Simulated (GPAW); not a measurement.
**PbO (P4/nmm): refractive index against wavelength**

The refractive index of PbO (P4/nmm) along x below the direct gap (2.01 eV on the mesh) is read from one computed spectrum, n = √(Re ε). x, y and z are the Cartesian axes of the input cell.

Symmetry: P4/nmm, No. 129, tetragonal system. Conventional cell: a = 3.990 Å, b = 3.990 Å, c = 5.010 Å, α = 90.00°, β = 90.00°, γ = 90.00°. Pb on site c has 4 O at 2.33 Å as nearest neighbours. O on site a has 4 Pb at 2.33 Å as nearest neighbours.

Method: GPAW 26.7.0, LDA, RPA, k-mesh 8×8×6, local fields up to 50 eV, Lorentzian half width 0.1 eV.

Launch of the response step: `OMP_NUM_THREADS=1 python df.py`. The run took 2.6 min, its band step included, on 1 thread of Arm Neoverse V1, on a shared host.

```
wavelength (nm)  photon energy E (eV)       n
           3000                 0.413  2.6271
           2000                 0.620  2.6398
           1550                 0.800  2.6557
           1310                 0.946  2.6722
           1064                 1.165       ?
```

In the single-oscillator model n² − 1 = E₀E_d/(E₀² − E²), so 1/(n² − 1) = E₀/E_d − E²/(E₀E_d) is linear in E².

Working, on the rows shown:

| x = E² (eV²) | y = 1/(n² − 1) |
| --- | --- |
| 0.170801 | 0.169444 |
| 0.384302 | 0.167545 |
| 0.639837 | 0.165214 |
| 0.895757 | 0.162849 |

Means: x̄ = 0.52267, ȳ = 0.16626. Σ(x − x̄)(y − ȳ) = -0.002693, Σ(x − x̄)² = 0.2959. Slope = -0.002693 / 0.2959 = -0.009102; intercept = ȳ − slope · x̄ = 0.17102. Turned back into n, the line misses the rows shown by at most 0.00015.

Q: What does the fit predict for the withheld row, and how well does it do?

A: At x = 1.3578 the line gives y = 0.15866, that is 2.7024. The run gave 2.7039, so the extrapolation is off by 0.0015, 2 % of the range in the table.

Refitted with all rows, the slope is -0.009266 and the intercept 0.17109. These give E₀ = √(intercept/−slope) = 4.30 eV and E_d = E₀/intercept = 25.1 eV; E₀ is 2.1 times the direct gap. The electronic limit at long wavelengths, without lattice vibrations, is n = √(1 + 1/intercept) = 2.616. The cell comes from an older database entry, whose edges can be off by a per cent or so. Excitons are left out. The values come from a sum over the points of one k-mesh and carry its error, which grows as the direct gap shrinks. This version of GPAW has incomplete matrix elements in the optical limit, which can lower ε − 1 by up to a tenth where first-row anions or d states rule. Spin-orbit coupling is left out.

[Logs are printed without paths, hosts, clocks, repeated set-up lines and the standing remarks that a program may print on its own settings, such as how far it seeks lower states.]
